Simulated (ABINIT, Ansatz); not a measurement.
Entries from a set of simulations; values are calculated unless marked as measured.

```
Te (P3_121): one start, several treatments of the self-energy
1.0
     4.45720    0.00000    0.00000
    -2.22860    3.86005    0.00000
     0.00000    0.00000    5.92900
Te
3
Direct
  0.26330 0.00000 0.33333
  0.00000 0.26330 0.66667
  0.73670 0.73670 0.00000
# method: RPA screening on PBE, plane waves, norm-conserving pseudopotentials (and 3 further levels or steps)
# program: ABINIT 10.8.3
# settings: cutoff 39 Ha, PseudoDojo scalar-relativistic 0.4 stringent, norm-conserving, potential set dojo-sr-pbe-0.4-stringent, ngkpt (3, 3, 2), nband 303, ecuteps 6.5 Ha, inclvkb 2, shiftk (0, 0, 0), symchi 1, awtr 1, frequency ppm, 3×3×2 k-mesh
# notes: The program’s warnings: nproc spkpt=  >= nkpt= * nsppol=. The cell and positions come from the Crystallography Open Database and are kept as given unless a step says otherwise. Limits: screening runs away on this mesh; no spin-orbit coupling. The 3×3×2 mesh is coarse for this cell, which bears on the long-range parts of exchange and screening. For the PBE start: On this mesh the RPA ε∞ passes 90, more than nearly any semiconductor shows; a coarse mesh does this where one point with a narrow direct gap carries much weight. The screening is then too strong, and the G0W0 gap should not be taken as the material’s.
# G0W0, Godby-Needs plasmon pole: 0.455 eV
# G0W0, Engel-Farid plasmon pole: 0.438 eV
# G0W0, Hybertsen-Louie plasmon pole: 0.441 eV
# one-shot Hartree-Fock: 4.744 eV
```

[Long decimals in the printed logs are rounded to 6 places.]

[Logs are printed without paths, hosts, clocks, repeated set-up lines and the standing remarks that a program may print on its own settings, such as how far it seeks lower states.]

[Paths, hosts, dates, memory and timing lines, banners, echoed tables and standing remarks are left out of the program output; an Ansatz launch command may be rebuilt from the run's recorded settings. Measured values are a selection of at most five: reports struck by readers or far from the other reports are left out. None is set beside runs whose start may be inverted or whose files or cutoffs have a known fault.]

[Runs of the session that timed out or met a known fault of the program may be left out.]

[Hosts, paths, dates, database ids (printed as entryN), source tags and the programs' standing remarks are cut or masked in the printed files.]

[G0W0 gaps are taken among the corrected bands and points alone; a level outside them can change the order at an edge.]

[Where Ansatz stands beside ABINIT at settings called matched, ABINIT's density can come from a denser mesh and the files from another edition; pairs whose starting gaps differed by over 0.03 eV were left out, so agreement reads better than it is.]
